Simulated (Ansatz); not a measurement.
# GeN (hypothetical, Fm-3m): phonons against volume, part 2 of 3

Aim: how the vibrations of GeN (hypothetical) shift with volume, and the expansion that follows. The crystal structure is hypothetical: it was made by swapping elements on a known structure type.

Ansatz 0.2.0; DFT PBE, scalar-relativistic, plane waves, PAW.

So far. Step 2 (A first coarse run): The start is under -14 GPa at this level and looks like a metal on this mesh. Step 5 (Relaxing to small residual forces and stress): The residual pressure is -0.0056 GPa, small enough for phonons.

## (6) Lattice dynamics at this volume, V/V0 1

The same q-mesh and k-mesh are kept at every volume, so that much of their error can cancel in the differences.

input.yaml

```yaml
crystal:
  lattice:
    - [0.0, 2.2442366414, 2.2442366414]
    - [2.2442366414, 0.0, 2.2442366414]
    - [2.2442366414, 2.2442366414, 0.0]
  atoms:
    - { symbol: Ge, position: [0.0, 0.0, 0.0] }
    - { symbol: "N", position: [0.5, 0.5, 0.5] }
kpoints:
  mp_grid: { grid: [16, 16, 16] }
hamiltonian:
  xc: pbe
scf:
  occupations: { method: methfessel_paxton, width: 0.15 }
output:
  eigenvalues: true
phonons:
  method: dfpt
  qmesh: [4, 4, 4]
  temperatures: { t_max: 1000, t_step: 50 }
  qpath:
    path:
      - [[0.0, 0.0, 0.0], [0.5, 0.0, 0.5], [0.625, 0.25, 0.625]]
      - [[0.375, 0.375, 0.75], [0.0, 0.0, 0.0], [0.5, 0.5, 0.5], [0.5, 0.25, 0.75], [0.5, 0.0, 0.5]]
    npoints: 10
```

On the command line:

```sh
$ ansatz run input.yaml --threads 4 --pin off --max-ram 8192MiB --backend cpu --events-out ev --progress --plain --runs-dir out
```

Numbers of over 12 decimals in the logs are rounded to 6 here.

The log of the run:

```text
[...]
Crystal: 2 atoms, lattice volume = 22.607 Å³
Basis set: ecut = 420 eV, 459 PW (Γ), exchange–correlation on 48×48×48 points (8 copies of the dense FFT grid, shifted against one another)
Bands: 14, of which v1, the nominal top of the filled ones, is band 10 counted from 1 (9 counted from 0)
Symmetry: 48 space group operations
k-points: 145 of 4096
[...]
SCF iter   1: F=—  HF=-4677.626159 eV  |F-HF|=—  |Δ(HF+E_count)|=         —  Δρ=3.86e-3  dr2=3.63e-3  ethr=1.77e-3  ⟨swp⟩=5.0  Hψ=9407  notcnv=0
[...]
SCF iter   9: F=-4677.625211 eV  HF=-4677.625211 eV  |F-HF|=0.00e0  |Δ(HF+E_count)|=  1.00e-11  S|Δr|=    0.00e0  Δρ=9.13e-9  dr2=6.48e-15  ethr=1.00e-12  ⟨swp⟩=4.0  Hψ=6796  notcnv=0
SCF 1 converged in 9 iterations: F = -4677.625211 eV  dr2 = 6.48e-15
[...]
phonons: the bands overlap, so this run is a metal and interpolates without the dipole-dipole term. If the crystal is really an insulator or semiconductor, its LO-TO splitting is missing
NSCF: frozen V_eff on 145 k-points
[...]
DFPT response loops at q = (0, 0, 0) (fractional): preconditioner auto → Kerker (q_TF=auto, 2.650 Å⁻¹) (partly filled bands, converged f_vac=0.000); β = 1.00, the filter's whole step (`scf.mixing.beta` (0.50) is not read by the response loops under this deck's `scf.mixing.preconditioner`; to damp them name `kerker` or `kerker_dos`, under which they read `scf.mixing.beta`, and type it under 1.00, their step now; both keys bind the ground state too); Broyden in place of MSR1
[...]
SCF converged after 9 iterations
[...]
Free energy (F): -4677.625211 eV
[...]
Internal energy: -4677.625109 eV  (E = F + TS)
E sigma→0 (E₀):  -4677.625186 eV
Entropy (-TS):   -0.000102 eV (-0.051 meV/atom)
Fermi energy:    13.232905 eV
[...]
--- Band table (eV; the first three rows and the last of 145) ---
  k-point 0: bands = [... 6 lower, 9.7195, 10.4376, 10.4376, 10.4376, 21.8441, 21.8441, 21.8441, 23.6262]
  k-point 1: bands = [... 6 lower, 8.9244, 10.4368, 10.4368, 11.1448, 21.1943, 21.4706, 21.4706, 23.5839]
  k-point 2: bands = [... 6 lower, 7.7923, 10.4349, 10.4349, 12.0077, 19.9928, 20.6622, 20.6622, 23.4786]
  k-point 144: bands = [... 6 lower, 4.9506, 6.0182, 6.0182, 13.3835, 17.4029, 19.5971, 19.5971, 25.9632]
--- Phonons (Γ-DFPT): 2 representative perturbations + reference (Σ response iterations 7) ---
  ASR residual: 4.542e-6 → 0.000e0 eV/Å²; symmetrization residual: 3.373e-6 eV/Å²
  ASR residual per site (eV/Å²): 3.49e-7 4.54e-6
  Γ frequencies (cm⁻¹): -209.63 -209.63 -209.63 0.00 0.00 0.00
--- Phonons (arbitrary-q DFPT): 8 irreducible q on the 4×4×4 mesh ---
  q = [0.0000, 0.0000, 0.0000] (star 1, of the zone-centre solve; hermiticity 3.56e-6, symmetrization 4.20e-12): -209.63 -209.63 -209.63 0.00 0.00 0.00
  q = [0.0000, 0.0000, 0.2500] (star 8, 2 solved perturbations on 2176 of 4096 k-point pairs; hermiticity 1.14e-6, symmetrization 1.21e-12): -364.03 39.12 39.12 163.04 163.04 211.48
[...]
q = [0.0000, 0.2500, 0.2500] (star 6, 4 solved perturbations in 3616 linear systems a pass and spin channel, the states on 1160 of 4096 k-point pairs; hermiticity 3.03e-7, symmetrization 3.24e-13): -185.63 -185.63 139.47 139.47 162.60 303.38
[...]
sum rule: each row above includes the acoustic sum rule's correction from the zone centre's row sums; it moved no ω² by more than (0.30 cm⁻¹)²
  mesh force constants: q→R imaginary residual 5.04e-18; ASR residual 4.542e-6 → 0.000e0 eV/Å²; symmetrization residual 4.441e-15 eV/Å²
  interpolated dispersion: 62 rows × 6 modes
  density of states and harmonic sums: on the 24×24×24 q-mesh, interpolated from the force constants of a 4×4×4 supercell (no non-analytic term)
  largest difference from the sums on the solved wave vectors: F 3.95e-2 eV, S 5.41e-5 and C_V 1.47e-5 eV/K
  zero-point energy: 0.052310 eV/cell   skipped modes (ω ≤ 0): 713, of them read as no rigid motion or as one in doubt: 710 (1.670e0 modes/cell left out, lowest -370.78 cm⁻¹)   left out of the sums: 2.78e-1 of the cell's modes: C_V's classical limit lies that fraction below 3 k_B per atom; for a crystal, a wire or a layer, F and S can be off by more, and a phonons.interpolated_qmesh denser along its periods is the remedy for the sampling
```

Run time: 3.7 min. Hardware: 4 threads of Arm Neoverse V2, shared host; peak memory 3.4 GiB.

This step gave:

```
Γ frequencies                : -209.6, -209.6, -209.6, 0, 0, 0 cm⁻¹ (negative: imaginary)
lowest frequency on the path : -370.9 cm⁻¹
point group                  : m-3m
highest frequency            : 343.6 cm⁻¹
```

No LO-TO term. The phonon branches at the labelled points (cm⁻¹):

| point | branch 1 | branch 2 | branch 3 | branch 4 | branch 5 | branch 6 |
| --- | --- | --- | --- | --- | --- | --- |
| Γ | -210 | -210 | -210 | 0 | 0 | 0 |
| halfway | -186 | -186 | 140 | 140 | 163 | 303 |
| X | -165 | -165 | 113 | 192 | 192 | 331 |
| halfway | -183 | -117 | 92 | 200 | 210 | 307 |
| U | -200 | -41 | 67 | 233 | 262 | 264 |
| jump to K | -200 | -41 | 67 | 233 | 262 | 264 |
| halfway | -221 | -203 | 75 | 162 | 227 | 280 |
| Γ | -210 | -210 | -210 | 0 | 0 | 0 |
| halfway | -364 | 39 | 39 | 163 | 163 | 212 |
| L | -329 | 107 | 107 | 293 | 293 | 309 |
| halfway | -242 | 86 | 162 | 178 | 285 | 298 |
| W | -88 | -88 | 174 | 194 | 260 | 260 |
| halfway | -151 | -92 | 71 | 205 | 218 | 293 |
| X | -165 | -165 | 113 | 192 | 192 | 331 |

The phonon branches as a text plot (rows in cm⁻¹):

```
    329 |       *******      **                    *           **
    299 |      *       **  **  *               *********     **
    269 |                ****** *             **  **   ******
    239 |    **         *****  ***           **     *      ***
    210 |              **    ***            **       *     *****
    180 |        ******          *         *          *****    **
    150 |    *****              * **        *        **    *
    120 |   ***   *****          *        **    *****          **
     91 |  **          *   *****  ***    *    **    ***     * *
     61 | **            * *     **  **    *  *         *     *
     31 | *              *           *  **  *
      1 |*                            **                    **
    -29 |                 *       **                    *
    -58 |               *                                  *
    -88 |                  **              *             **
   -118 |  *           *     **     *                    * ** *
   -148 |        ***  *      **           *                  ***
   -177 |      **   ****   **  *     *   *              *      **
   -207 |**  **         ***     *    ****              *
   -237 |  **                    *****  *             *
   -267 |                        ***     *           *
   -296 |                                 *         *
   -326 |                                       ****
   -356 |                                  *****
         Γ           X  U|K            Γ         L        W     X
```

Tetrahedra on 24 24 24, mean over bins of 10 cm⁻¹. Phonon density of states against wavenumber; read off at these points:

wavenumber (cm⁻¹), phonon density of states (1/cm⁻¹/cell) and a bar:
```
     -375     0.0000 
     -355     0.0010 #
     -325     0.0030 ###
     -305     0.0034 ####
     -275     0.0042 ####
     -255     0.0047 #####
     -225     0.0065 #######
     -205     0.0071 #######
     -175     0.0088 #########
     -165     0.0102 ###########
     -155     0.0074 ########
     -125     0.0045 #####
     -105     0.0041 ####
      -75     0.0049 #####
      -55     0.0038 ####
      -25     0.0024 ###
       -5     0.0021 ##
       25     0.0021 ##
       45     0.0032 ###
       75     0.0094 ##########
       95     0.0175 ##################
      105     0.0216 #######################
      125     0.0158 ################
      145     0.0130 ##############
      175     0.0132 ##############
      195     0.0255 ###########################
      225     0.0138 ##############
      245     0.0112 ############
      275     0.0183 ###################
      295     0.0226 ########################
      305     0.0287 ##############################
      325     0.0033 ###
      345     0.0001
```

The modes has structure finer than the step of the table below, so its rows give means over 20 cm⁻¹, whole bins alone (the curve runs from -380 to 363 cm⁻¹). Peaks (cm⁻¹: height): Ge -160.7: 0.0036, 101.2: 0.0192, 194.7: 0.0131, 302.2: 0.00935; N -198.1: 0.00621, 199.4: 0.0110, 302.2: 0.0165.

Phonopy on the run's constants, 21x21x21 mesh, Gaussian sigma 5.3 cm⁻¹. Modes against wavenumber; means over each step; values in 1/cm⁻¹/cell:

| wavenumber (cm⁻¹) | Ge | N |
| --- | --- | --- |
| -360 | 3.3e-5 | 8.2e-4 |
| -340 | 8.2e-5 | 0.00199 |
| -320 | 1.1e-4 | 0.00260 |
| -300 | 2.2e-4 | 0.00349 |
| -280 | 3.5e-4 | 0.00372 |
| -260 | 4.6e-4 | 0.00376 |
| -240 | 7.9e-4 | 0.00468 |
| -220 | 0.00127 | 0.00538 |
| -200 | 0.00180 | 0.00573 |
| -180 | 0.00252 | 0.00592 |
| -160 | 0.00325 | 0.00541 |
| -140 | 0.00258 | 0.00335 |
| -120 | 0.00201 | 0.00213 |
| -100 | 0.00285 | 0.00226 |
| -80 | 0.00237 | 0.00174 |
| -60 | 0.00285 | 0.00160 |
| -40 | 0.00240 | 0.00109 |
| -20 | 0.00139 | 7.5e-4 |
| 0 | 2.2e-4 | 8.5e-5 |
| 20 | 0.00103 | 3.0e-4 |
| 40 | 0.00246 | 6.2e-4 |
| 60 | 0.00551 | 0.00128 |
| 80 | 0.00955 | 0.00155 |
| 100 | 0.0168 | 0.00224 |
| 120 | 0.0124 | 0.00330 |
| 140 | 0.0103 | 0.00376 |
| 160 | 0.00685 | 0.00354 |
| 180 | 0.0102 | 0.00692 |
| 200 | 0.0121 | 0.0102 |
| 220 | 0.00766 | 0.00776 |
| 240 | 0.00502 | 0.00712 |
| 260 | 0.00528 | 0.00923 |
| 280 | 0.00595 | 0.0136 |
| 300 | 0.00810 | 0.0156 |
| 320 | 0.00291 | 0.00551 |
| 340 | 2.6e-4 | 8.5e-4 |

No LO-TO term. The modes at Γ (shares of kinetic energy by element, %) (negative means imaginary):

| mode | frequency (cm⁻¹) | symmetry | Ge % | N % |
| --- | --- | --- | --- | --- |
| 1 | -209.6 | T1u | 16 | 84 |
| 2 | -209.6 | T1u | 16 | 84 |
| 3 | -209.6 | T1u | 16 | 84 |
| 4 | 0.0 | T1u | 84 | 16 |
| 5 | 0.0 | T1u | 84 | 16 |
| 6 | 0.0 | T1u | 84 | 16 |

Displacements in mode 3 (-209.6 cm⁻¹), the largest set to 1:
```
Ge1  0.00  0.07 -0.19
N2   0.00 -0.35  1.00
```

The lowest solved frequency is -364 cm⁻¹, so the cell is unstable here and gives no valid free energy.

## (7) Single point at a scaled cell, V/V0 1.015

Symmetry fixes every atom, so a single point at the scaled cell gives the energy and pressure of this member.

input.yaml, the sections that differ from step 6:

```yaml
crystal:
  lattice:
    - [0.0, 2.2554021816, 2.2554021816]
    - [2.2554021816, 0.0, 2.2554021816]
    - [2.2554021816, 2.2554021816, 0.0]
  atoms:
    - { symbol: Ge, position: [0.0, 0.0, 0.0] }
    - { symbol: "N", position: [0.5, 0.5, 0.5] }
output:
  forces: true
  stress: true
  eigenvalues: true
# kpoints, hamiltonian, scf: as in step 6
# phonons: removed
```

The log of the run:

```text
[...]
Crystal: 2 atoms, lattice volume = 22.946 Å³
Basis set: ecut = 420 eV, 459 PW (Γ), exchange–correlation on 48×48×48 points (8 copies of the dense FFT grid, shifted against one another)
Bands: 14, of which v1, the nominal top of the filled ones, is band 10 counted from 1 (9 counted from 0)
Symmetry: 48 space group operations
[...]
k-points: 145 of 4096
[...]
SCF iter   1: F=—  HF=-4677.623578 eV  |F-HF|=—  |Δ(HF+E_count)|=         —  Δρ=3.56e-3  dr2=3.16e-3  ethr=1.77e-3  ⟨swp⟩=5.0  Hψ=9433  notcnv=0
[...]
SCF iter   7: F=-4677.622766 eV  HF=-4677.622766 eV  |F-HF|=1.17e-8  |Δ(HF+E_count)|=   2.05e-7  S|Δr|=    0.00e0  Δρ=6.82e-6  dr2=4.25e-9  ethr=5.26e-10  ⟨swp⟩=4.9  Hψ=7456  notcnv=0
SCF 1 converged in 7 iterations: F = -4677.622766 eV  dr2 = 4.25e-9
[...]
SCF converged after 7 iterations
[...]
Free energy (F): -4677.622766 eV
[...]
Internal energy: -4677.622744 eV  (E = F + TS)
E sigma→0 (E₀):  -4677.622761 eV
Entropy (-TS):   -0.000023 eV (-0.011 meV/atom)
Fermi energy:    12.922389 eV
[...]
--- Stress (GPa, compression-positive) ---
       -2.296601       0.000000      -0.000000
        0.000000      -2.296601      -0.000000
       -0.000000       0.000000      -2.296601
  P = ⅓ Tr σ = -2.2966 GPa (-22.966 kbar)
--- Band table (eV; the first three rows and the last of 145) ---
  k-point 0: bands = [... 6 lower, 9.3435, 10.2215, 10.2215, 10.2215, 21.4441, 21.4441, 21.4441, 23.3339]
  k-point 1: bands = [... 6 lower, 8.6166, 10.2205, 10.2205, 10.8627, 20.8230, 21.0850, 21.0850, 23.2748]
  k-point 2: bands = [... 6 lower, 7.5179, 10.2189, 10.2189, 11.6984, 19.6468, 20.2971, 20.2971, 23.1589]
  k-point 144: bands = [... 6 lower, 4.7366, 5.8702, 5.8702, 13.0793, 17.0631, 19.2727, 19.2727, 25.5944]
```

Wall time 0.69 s (4 threads); peak memory 0.33 GiB; 2.2 s of CPU time.

This step gave:

```yaml
pressure: -2.297 GPa
volume_per_atom: 11.47 Å³
```

The run ends at a pressure of -2.30 GPa.

## (8) Phonons, V/V0 1.015

The same q-mesh and k-mesh are kept at every volume, so that much of their error can cancel in the differences.

input.yaml, the sections that differ from step 7:

```yaml
output:
  eigenvalues: true
phonons:
  method: dfpt
  qmesh: [4, 4, 4]
  temperatures: { t_max: 1000, t_step: 50 }
  qpath:
    path:
      - [[0.0, 0.0, 0.0], [0.5, 0.0, 0.5], [0.625, 0.25, 0.625]]
      - [[0.375, 0.375, 0.75], [0.0, 0.0, 0.0], [0.5, 0.5, 0.5], [0.5, 0.25, 0.75], [0.5, 0.0, 0.5]]
    npoints: 10
# crystal, kpoints, hamiltonian, scf: as in step 7
```

The log of the run:

```text
[...]
Crystal: 2 atoms, lattice volume = 22.946 Å³
Basis set: ecut = 420 eV, 459 PW (Γ), exchange–correlation on 48×48×48 points (8 copies of the dense FFT grid, shifted against one another)
Bands: 14, of which v1, the nominal top of the filled ones, is band 10 counted from 1 (9 counted from 0)
Symmetry: 48 space group operations
k-points: 145 of 4096
[...]
k-point 144: bands = [... 6 lower, 4.7366, 5.8701, 5.8701, 13.0793, 17.0631, 19.2727, 19.2727, 25.5944]
[...]
ASR residual: 1.168e-6 → 0.000e0 eV/Å²; symmetrization residual: 3.522e-6 eV/Å²
  ASR residual per site (eV/Å²): 1.17e-6 3.42e-7
  Γ frequencies (cm⁻¹): -217.93 -217.93 -217.93 0.00 0.00 0.00
--- Phonons (arbitrary-q DFPT): 8 irreducible q on the 4×4×4 mesh ---
[...]
interpolated dispersion: 62 rows × 6 modes
[...]
[key lines of the parts left out:]
SCF converged after 9 iterations
Free energy (F): -4677.622766 eV
Fermi energy:    12.922362 eV
```

It took 3.9 min on 4 threads; peak memory 3.4 GiB; 15 min of CPU time.

No LO-TO term. The phonon branches at the labelled points (cm⁻¹):

| point | branch 1 | branch 2 | branch 3 | branch 4 | branch 5 | branch 6 |
| --- | --- | --- | --- | --- | --- | --- |
| Γ | -218 | -218 | -218 | 0 | 0 | 0 |
| halfway | -195 | -195 | 138 | 138 | 155 | 298 |
| X | -177 | -177 | 92 | 189 | 189 | 326 |
| halfway | -193 | -132 | 63 | 198 | 205 | 302 |
| U | -206 | -78 | 47 | 231 | 254 | 261 |
| jump to K | -206 | -78 | 47 | 231 | 254 | 261 |
| halfway | -228 | -212 | 70 | 161 | 222 | 269 |
| Γ | -218 | -218 | -218 | 0 | 0 | 0 |
| halfway | -366 | -6 | -6 | 150 | 150 | 208 |
| L | -331 | 103 | 103 | 281 | 281 | 303 |
| halfway | -246 | 70 | 158 | 167 | 276 | 293 |
| W | -108 | -108 | 170 | 187 | 258 | 258 |
| halfway | -164 | -109 | 25 | 202 | 215 | 289 |
| X | -177 | -177 | 92 | 189 | 189 | 326 |

The phonon branches as a text plot (rows in cm⁻¹):

```
    324 |       *******                            *           **
    294 |      *       **  *****               *********     **
    265 |                ****** *             *** *  ********
    235 |    **         *****  ***           **    *        **
    206 |             ***    ***            **      *      *****
    176 |        ******         **         *         ******     *
    146 |    ****                 **        *        ****  *
    117 |   ***  ***             *        *      ****
     87 |  **       ***    *****  ***    * *  ***  ***      *  **
     57 | **           *  *     **  **   **  *        *       *
     28 | *                          *  *
     -2 |*              *             **    *
    -31 |                *        **                   *     *
    -61 |                *                              *   **
    -91 |               * **               *             * *
   -120 |              *    *       *                    ***
   -150 |  *                 **           *                 ***
   -180 |       ********    *  *         *              *     ***
   -209 |**  ***        ****    *    ****              *
   -239 | ***                   ******  *             *
   -268 |                        ***     *           *
   -298 |                                 *         *
   -328 |                                       ****
   -357 |                                  *****
         Γ           X  U|K            Γ         L        W     X
```

The lowest solved frequency is -366 cm⁻¹, so the cell is unstable here and gives no valid free energy.

## (9) A cell at another volume, V/V0 0.985

Symmetry fixes every atom, so a single point at the scaled cell gives the energy and pressure of this member.

The cell differs from the one that the last finished run ended in (a 3.190 → 3.158 Å, b 3.190 → 3.158 Å, c 3.190 → 3.158 Å).

input.yaml, the sections that differ from step 8:

```yaml
crystal:
  lattice:
    - [0.0, 2.23295888, 2.23295888]
    - [2.23295888, 0.0, 2.23295888]
    - [2.23295888, 2.23295888, 0.0]
  atoms:
    - { symbol: Ge, position: [0.0, 0.0, 0.0] }
    - { symbol: "N", position: [0.5, 0.5, 0.5] }
output:
  forces: true
  stress: true
  eigenvalues: true
# kpoints, hamiltonian, scf: as in step 8
# phonons: removed
```

The log of the run:

```text
[...]
Crystal: 2 atoms, lattice volume = 22.268 Å³
Basis set: ecut = 420 eV, 411 PW (Γ), exchange–correlation on 48×48×48 points (8 copies of the dense FFT grid, shifted against one another)
Bands: 14, of which v1, the nominal top of the filled ones, is band 10 counted from 1 (9 counted from 0)
Symmetry: 48 space group operations
[...]
k-points: 145 of 4096
[...]
--- Band table (eV; the first three rows and the last of 145) ---
  k-point 0: bands = [... 6 lower, 10.1069, 10.6617, 10.6617, 10.6617, 22.2560, 22.2560, 22.2560, 23.9286]
  k-point 1: bands = [... 6 lower, 9.2354, 10.6596, 10.6596, 11.4414, 21.5742, 21.8667, 21.8667, 23.9038]
  k-point 2: bands = [... 6 lower, 8.0717, 10.6575, 10.6575, 12.3294, 20.3463, 21.0368, 21.0368, 23.8093]
  k-point 144: bands = [... 6 lower, 5.1700, 6.1707, 6.1707, 13.6975, 17.7529, 19.9297, 19.9297, 26.3433]
[key lines of the parts left out:]
SCF converged after 6 iterations
Free energy (F): -4677.622636 eV
Fermi energy:    13.553418 eV
P = ⅓ Tr σ = 2.4803 GPa (24.803 kbar)
```

The job ended after 0.69 s (4 threads; peak memory 0.33 GiB; 2.2 s of CPU time).

The run ends at a pressure of 2.48 GPa.

[end of part 2 of 3]

[Logs are printed without paths, hosts, clocks, repeated set-up lines and the standing remarks that a program may print on its own settings, such as how far it seeks lower states.]

[Hosts, paths, dates, database ids (printed as entryN), source tags and the programs' standing remarks are cut or masked in the printed files.]

[A step with changed settings may run another functional than the one named; its input shows which.]

[Of the runs on displaced cells, only some may be shown.]
